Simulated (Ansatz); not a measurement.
# CdCu2SnTe4: which shell does photoemission see at 21.2 and 100 eV? (r²SCAN)

The valence band of CdCu2SnTe4 mixes several shells. Work out by hand which one leads the spectrum's area at each photon energy.

Filled states come from the projected DOS of Ansatz 0.2.0 (r²SCAN, plane waves); cross sections σ and asymmetry parameters β are those of free atoms in a Dirac–Hartree–Slater calculation. A shell's area is states × σ × angular factor, which is 1 + β·P₂(cos θ) for linear light, with θ = 30° from the polarisation and P₂ = 0.625.

**At 21.2 eV** (states counted from 11.2 eV below the zero; other shells add 2.8 to the products' sum of 80.9):

| shell | filled states a cell | cross section (Mb an electron) | β | angular factor | product | share by hand (%) | share in the simulated spectrum (%) |
| --- | --- | --- | --- | --- | --- | --- | --- |
| Te 5p | 18.40 | 1.38 | 1.91 | 2.19 | 55.8 | 69 | 69 |
| Sn 4d | 0.01 | 0 | 0.00 | 1.00 | 0 | 0 | 0 |
| Cd 4d | 9.75 | 0.964 | -0.11 | 0.93 | 8.75 | 11 | 11 |
| Cu 3d | 19.59 | 0.796 | -0.20 | 0.87 | 13.6 | 17 | 17 |

**At 100 eV** (states counted from 24.4 eV below the zero; other shells add 0.9 to the products' sum of 27.7):

```
shell  filled states a cell  cross section (Mb an electron)      β  angular factor  product  share by hand (%)  share in the simulated spectrum (%)
Te 5p                 18.49                            0.02  -0.04            0.97    0.359                  1                                    1
Sn 4d                 10.00                             0.2   1.87            2.17     4.33                 16                                   15
Cd 4d                  9.98                          0.0864   2.00            2.25     1.94                  7                                    7
Cu 3d                 19.67                           0.724   0.66            1.41     20.1                 73                                   73
```

Te 5p leads at 21.2 eV and Cu 3d at 100 eV. Between the two energies σ of Te 5p changes by a factor 0.014 and that of Cu 3d by 0.91, so their ratio moves 63-fold in favour of the second. The simulated spectrum uses the same rule on the energy-resolved DOS, so the two share columns agree within a few points.

Only crystals where the two columns agree within 4 points and the lead is clear are worked in this form. Free-atom cross sections ignore the solid's final states, no escape depth or background enters, and the count of states a shell hangs on the projection.

[Logs are printed without paths, hosts, clocks, repeated set-up lines and the standing remarks that a program may print on its own settings, such as how far it seeks lower states.]
